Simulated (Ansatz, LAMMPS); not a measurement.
**Localised basis functions on liquid 52SiO2-48Li2O (mol %) at 2550 K (69 atoms)**

Aim: test how closely localised support functions follow the reference on liquid 52SiO2-48Li2O (mol %) at 2550 K (69 atoms), and at what cost. A setting counts as converged where the r.m.s. difference of forces stays under 1 % of the r.m.s. force.

Calculated with Ansatz 0.2.0; Kohn-Sham DFT, PBE, PAW (set soft_2), plane waves.

The raw output is cut from this account; settings, times and results stay.

### 1. The structure

The cell holds 69 atoms: 12 Si, 22 Li and 35 O. Cell: a = 9.078 Å, b = 9.078 Å, c = 9.078 Å, α = 90.0°, β = 90.0°, γ = 90.0°. 69 atoms (12 Si, 22 Li, 35 O) placed at random at 2.33 g/cm³, melted at 4000 K for 10 ps at fixed volume with the Morse and Coulomb pair potential with partial charges (Pedone, Malavasi, Menziani, Cormack and Segre, J. Phys. Chem. B 110, 11780 (2006)). Snapshot at the end of a hold of 10 ps at 2550 K and fixed volume.

Limits known from the start: The network of bonds at the start is that of the classical potential that made the cell, and needn't be the one that DFT or experiment would give. The Brillouin zone is sampled at Γ only, in a cell whose shortest periodic width is 9 Å.

### 2. Making the structure

A classical potential supplies the starting structure, since it reaches far longer times than DFT.

This step: classical MD, Morse and Coulomb pair potential with partial charges (Pedone, Malavasi, Menziani, Cormack and Segre, J. Phys. Chem. B 110, 11780 (2006)) (LAMMPS 22 Jul 2025 - Update 4).

File in.lmp:

```
# melt-quench of Si12Li22O35
units metal
atom_style charge
boundary p p p
region box block 0 9.0778 0 9.0778 0 9.0778
create_box 3 box
mass 1 28.0850   # Si
mass 2 6.9400   # Li
mass 3 15.9990   # O
create_atoms 1 random 12 207310 NULL overlap 1.5 maxtry 2000
create_atoms 2 random 22 207317 NULL overlap 1.5 maxtry 2000
create_atoms 3 random 35 207324 NULL overlap 1.5 maxtry 2000
pair_style hybrid/overlay pedone 5.5 coul/long 8.0
pair_coeff * * coul/long
pair_coeff 1 3 pedone 0.340554 2.006700 2.100000 1   # Si-O
pair_coeff 2 3 pedone 0.001114 3.429506 2.681360 1   # Li-O
pair_coeff 3 3 pedone 0.042395 1.379316 3.618701 22   # O-O
set type 1 charge 2.4
set type 2 charge 0.6
set type 3 charge -1.2
kspace_style pppm 1.0e-4
neigh_modify delay 0 every 1 check yes
thermo_style custom step time temp pe press density
thermo_modify norm yes
timestep 0.002
thermo 100
min_style cg
minimize 1e-4 1e-4 200 2000
reset_timestep 0
velocity all create 4000 207311 mom yes dist gaussian
fix lim all nve/limit 0.05
fix lan all langevin 4000 4000 0.2 207312 zero yes
thermo 500
run 1000 post no
# [... 10 lines left out ...]
compute msd all msd com yes
thermo 1250
fix md all nvt temp 2550 2550 0.2
run 5000 post no
print "== T2550: mean square displacement over the hold $(c_msd[4]:%.2f) A^2"
unfix md
uncompute msd
write_dump all custom T2550.dump id type xs ys zs modify sort id
```

On the command line:

```sh
> lmp -in in.lmp -log none -nocite
```

Wall time 8.8 s (1 thread of Arm Neoverse N1, shared host); peak memory 0.075 GiB.

### 3. Plane-wave single point

The first run fixes the reference, at a cutoff of 420 eV.

File input.yaml:

```yaml
crystal:
  lattice:
    - [9.0778, 0.0, 0.0]
    - [0.0, 9.0778, 0.0]
    - [0.0, 0.0, 9.0778]
  atoms:
    - { symbol: Si, position: [0.62766, 0.52075, 0.9079] }
    - { symbol: Si, position: [0.47157, 0.75376, 0.10738] }
    - { symbol: Si, position: [0.04245, 0.35175, 0.74685] }
    - { symbol: Si, position: [0.3739, 0.69594, 0.5515] }
    - { symbol: Si, position: [0.87068, 0.69875, 0.30274] }
    - { symbol: Si, position: [0.59887, 0.29535, 0.65354] }
    - { symbol: Si, position: [0.72678, 0.39887, 0.38322] }
    - { symbol: Si, position: [0.26486, 0.17946, 0.87292] }
[... 57 atom lines left out ...]
    - { symbol: O, position: [0.08773, 0.94485, 0.22028] }
    - { symbol: O, position: [0.7474, 0.55284, 0.33725] }
    - { symbol: O, position: [0.92258, 0.97777, 0.86271] }
    - { symbol: O, position: [0.74474, 0.65666, 0.81007] }
kpoints:
  mp_grid: { grid: [1, 1, 1] }
hamiltonian:
  xc: pbe
scf:
  occupations: { method: gaussian, width: 0.05 }
output:
  forces: true
  stress: true
  populations: intrinsic
  dos:
    method: { smearing: { sigma: 0.1 } }
    de: 0.1
    projected: { site_lists: { Li: [Li], O: [O], Si: [Si] } }
  eigenvalues: true
  write_density: true
  write_potential: true
  volumetric_format: npy
  elf: true
```

On the command line:

```sh
> ansatz run input.yaml --threads 4 --pin off --max-ram 8192MiB --backend cpu --events-out ev --progress --plain --runs-dir out
```

Elapsed: 14 s, on 4 threads of Arm Neoverse N1, shared host; peak memory 0.85 GiB.

The run gave:

```
free energy                                      : -32040.8225 eV
free energy per atom                             : -464.3597 eV/atom
SCF cycles                                       : 11
pressure                                         : 12.5 GPa
r.m.s. force component                           : 3.236 eV/Å
longest force                                    : 16.82 eV/Å
Fermi energy                                     : 5.565 eV
gap (highest filled to lowest empty level) : 1.698 eV
```

The r.m.s. force component of 3.2 eV/Å and the pressure of 12 GPa set the scale for the differences below.

### 4. Support functions low

With localised support functions most steps grow linearly with size, though the diagonalisation grows faster unless the density matrix is cut; this run measures error and cost at this size.

This step: Kohn-Sham DFT, PBE, PAW (set soft_2), localised support functions (low) (Ansatz 0.2.0).

input.yaml, the sections that differ from step 3:

```yaml
scf:
  occupations: { method: gaussian, width: 0.05 }
  eigensolver: { kind: { support_functions: { accuracy: low } } }
  max_iter: 150
output:
  forces: true
  eigenvalues: true
# crystal, kpoints, hamiltonian: as in step 3
```

It took 2.3 min on 4 threads; peak memory 2.7 GiB; 8.9 min of CPU time.

The program notes that the band table was not solved further than the SCF left it and it switched symmetry off.

Keys that differ from the reference: support_functions.accuracy = "low" and scf.max_iter = 150.

Forces differ from the reference by 0.78 meV/Å r.m.s., 0.024 % of their size, well within a tolerance of 1 %; the energy by -3.5 meV/atom. It took roughly 9.5 times the reference's time (one timing each, with unlike analyses asked), in 13 cycles against 11.

### 5. Support functions medium

The cell is solved in localised support functions. Besides, the program derives a nominal cutoff of 464 eV for this run, against the reference's 420.

This step: Kohn-Sham DFT, PBE, PAW (set soft_2), localised support functions (medium) (Ansatz 0.2.0).

input.yaml, the sections that differ from step 4:

```yaml
scf:
  occupations: { method: gaussian, width: 0.05 }
  eigensolver: { kind: { support_functions: { accuracy: medium } } }
  max_iter: 150
# crystal, kpoints, hamiltonian, output: as in step 4
```

Run time: 2.5 min. Hardware: 4 threads; peak memory 2.7 GiB.

Keys that differ from the reference: support_functions.accuracy = "medium" and scf.max_iter = 150.

Forces differ from the reference by 0.78 meV/Å r.m.s., 0.024 % of their size, well within a tolerance of 1 %; the energy by -3.5 meV/atom. It took roughly 10 times the reference's time (one timing each, with unlike analyses asked), in 14 cycles against 11.

### 6. Support functions high

This step: Kohn-Sham DFT, PBE, PAW (set soft_2), localised support functions (high) (Ansatz 0.2.0).

input.yaml, the sections that differ from step 5:

```yaml
scf:
  occupations: { method: gaussian, width: 0.05 }
  eigensolver: { kind: { support_functions: { accuracy: high } } }
  max_iter: 150
# crystal, kpoints, hamiltonian, output: as in step 5
```

The job ended after 10 s (4 threads; peak memory 0.5 GiB).

The input was rejected at the start.

The program's message: “Error: memory limit exceeded: the `scf loop` phase needs 10.09 GiB against the run's memory maximum of 8.00 GiB; largest carriers: support functions 8.42 GiB, density mixer 0.52 GiB, unmodelled-tail a …”

The refusal is over memory: the job needs 10.09 GiB where 8.00 GiB were allowed.

### 7. Support functions medium, radius 2.95 Å

The radius confines each support function; a larger one gives more freedom and more work per atom.

This step: Kohn-Sham DFT, PBE, PAW (set soft_2), localised support functions (medium) (Ansatz 0.2.0).

input.yaml, the sections that differ from step 6:

```yaml
scf:
  occupations: { method: gaussian, width: 0.05 }
  eigensolver: { kind: { support_functions: { accuracy: medium, radius: 2.95 } } }
  max_iter: 150
# crystal, kpoints, hamiltonian, output: as in step 6
```

The job ended after 7.2 s (4 threads; peak memory 0.24 GiB; 22 s of CPU time).

The program refuses radii under 3.30 Å for these atoms at this level.

### 8. Support functions medium, radius 3.37 Å

The radius confines each support function; a larger one gives more freedom and more work per atom. Besides, the program derives a nominal cutoff of 464 eV for this run, against the reference's 420.

input.yaml, the sections that differ from step 7:

```yaml
scf:
  occupations: { method: gaussian, width: 0.05 }
  eigensolver: { kind: { support_functions: { accuracy: medium, radius: 3.37 } } }
  max_iter: 150
# crystal, kpoints, hamiltonian, output: as in step 7
```

The job ended after 2.3 min (4 threads; peak memory 2.6 GiB).

Keys that differ from the reference: support_functions.accuracy = "medium", support_functions.radius = 3.37 and scf.max_iter = 150.

Forces differ from the reference by 0.78 meV/Å r.m.s., 0.024 % of their size, well within a tolerance of 1 %; the energy by -3.5 meV/atom. It took roughly 9.5 times the reference's time (one timing each, with unlike analyses asked), in 14 cycles against 11.

### 9. Support functions medium, radius 3.61 Å

input.yaml, the sections that differ from step 8:

```yaml
scf:
  occupations: { method: gaussian, width: 0.05 }
  eigensolver: { kind: { support_functions: { accuracy: medium, radius: 3.61 } } }
  max_iter: 150
# crystal, kpoints, hamiltonian, output: as in step 8
```

The job ended after 2.9 min (4 threads; peak memory 2.9 GiB; 11 min of CPU time).

Keys that differ from the reference: support_functions.accuracy = "medium", support_functions.radius = 3.61 and scf.max_iter = 150.

Forces differ from the reference by 0.78 meV/Å r.m.s., 0.024 % of their size, well within a tolerance of 1 %; the energy by -3.5 meV/atom. It took roughly 12 times the reference's time (one timing each, with unlike analyses asked), in 14 cycles against 11.

### 10. Support functions medium, radius 3.82 Å

input.yaml, the sections that differ from step 9:

```yaml
scf:
  occupations: { method: gaussian, width: 0.05 }
  eigensolver: { kind: { support_functions: { accuracy: medium, radius: 3.82 } } }
  max_iter: 150
# crystal, kpoints, hamiltonian, output: as in step 9
```

Wall time 3.5 min (4 threads); peak memory 3.3 GiB.

Keys that differ from the reference: support_functions.accuracy = "medium", support_functions.radius = 3.82 and scf.max_iter = 150.

Forces differ from the reference by 0.77 meV/Å r.m.s., 0.024 % of their size, well within a tolerance of 1 %; the energy by -3.5 meV/atom. It took roughly 15 times the reference's time (one timing each, with unlike analyses asked), in 14 cycles against 11.

### 11. Support functions medium, radius 4.17 Å

input.yaml, the sections that differ from step 10:

```yaml
scf:
  occupations: { method: gaussian, width: 0.05 }
  eigensolver: { kind: { support_functions: { accuracy: medium, radius: 4.17 } } }
  max_iter: 150
# crystal, kpoints, hamiltonian, output: as in step 10
```

It took 4.7 min on 4 threads; peak memory 3.9 GiB; 19 min of CPU time.

Keys that differ from the reference: support_functions.accuracy = "medium", support_functions.radius = 4.17 and scf.max_iter = 150.

Forces differ from the reference by 0.76 meV/Å r.m.s., 0.024 % of their size, well within a tolerance of 1 %; the energy by -3.5 meV/atom. It took roughly 20 times the reference's time (one timing each, with unlike analyses asked), in 14 cycles against 11.

### 12. Other settings

Changed here: magnetization.spin_polarized = true, scf.algorithm = "direct_min", scf.occupations.method = "tetrahedron" and scf.occupations.width removed.

This step: Kohn-Sham DFT, PBE, PAW (set soft_2), plane waves (Ansatz 0.2.0).

input.yaml, the sections that differ from step 11:

```yaml
scf:
  occupations: { method: tetrahedron }
  algorithm: direct_min
output:
  forces: true
  stress: true
  populations: true
  dos:
    method: { smearing: { sigma: 0.15 } }
    de: 0.1
    projected: { site_lists: { Li: [Li], O: [O], Si: [Si] } }
  eigenvalues: true
magnetization:
  spin_polarized: true
# crystal, kpoints, hamiltonian: as in step 11
```

Wall time 1.7 min (4 threads); peak memory 1.4 GiB.

The program notes that spin was on with no starting moments. Further notices: tetrahedra set aside.

The program set the tetrahedra aside and kept another filling, so they aren't tested. Forces differ from the reference by 0.013 meV/Å r.m.s., 4.0e-4 % of their size. It took roughly 7.0 times the reference's time (one timing each, with unlike analyses asked), in 10 cycles against 11. The run ended on the unpolarised solution; from a start without moments that doesn't show that none is preferred.

### 13. All settings compared

Each row is set against the plane-wave reference (Kohn-Sham DFT, PBE, PAW (set soft_2), plane waves; r.m.s. force component 3.24 eV/Å). Energies are set beside the reference only for runs with its functional, potentials and electron count. Times are for 4 threads of Arm Neoverse N1, shared host. The reference's time includes the DOS, ELF, the stress and grids, which some other runs skip.

```tsv
run	Δ force, r.m.s. (meV/Å)	share of r.m.s. force (%)	Δ energy (meV/atom)	Δ pressure (GPa)	Δ gap (eV)	cycles	time	host memory (GiB)
reference	-	-	-	-	-	11	14 s	0.85
support functions low	0.782	0.0242	-3.49	-	1.0e-4	13	2.3 min	2.7
support functions medium	0.784	0.0242	-3.49	-	1.0e-4	14	2.5 min	2.7
support functions medium, radius 3.37 Å	0.779	0.0241	-3.49	-	2.0e-4	14	2.3 min	2.6
support functions medium, radius 3.61 Å	0.778	0.0241	-3.49	-	2.0e-4	14	2.9 min	2.9
support functions medium, radius 3.82 Å	0.765	0.0236	-3.49	-	1.0e-4	14	3.5 min	3.3
support functions medium, radius 4.17 Å	0.76	0.0235	-3.49	-	2.0e-4	14	4.7 min	3.9
magnetization.spin_polarized = true, scf.algorithm = "direct_min", scf.occupations.method = "tetrahedron" and scf.occupations.width removed §	0.013	4.0e-4	0	-1.0e-4	0	10	1.7 min	1.4
```

§ No starting moments were typed, so this run doesn't test for magnetism.

(Part 1 of 2 ends here.)

[Long decimals in the printed logs are rounded to 6 places.]

[Logs are printed without paths, hosts, clocks, repeated set-up lines and the standing remarks that a program may print on its own settings, such as how far it seeks lower states.]

[Hosts, paths, dates, database ids (printed as entryN), source tags and the programs' standing remarks are cut or masked in the printed files.]
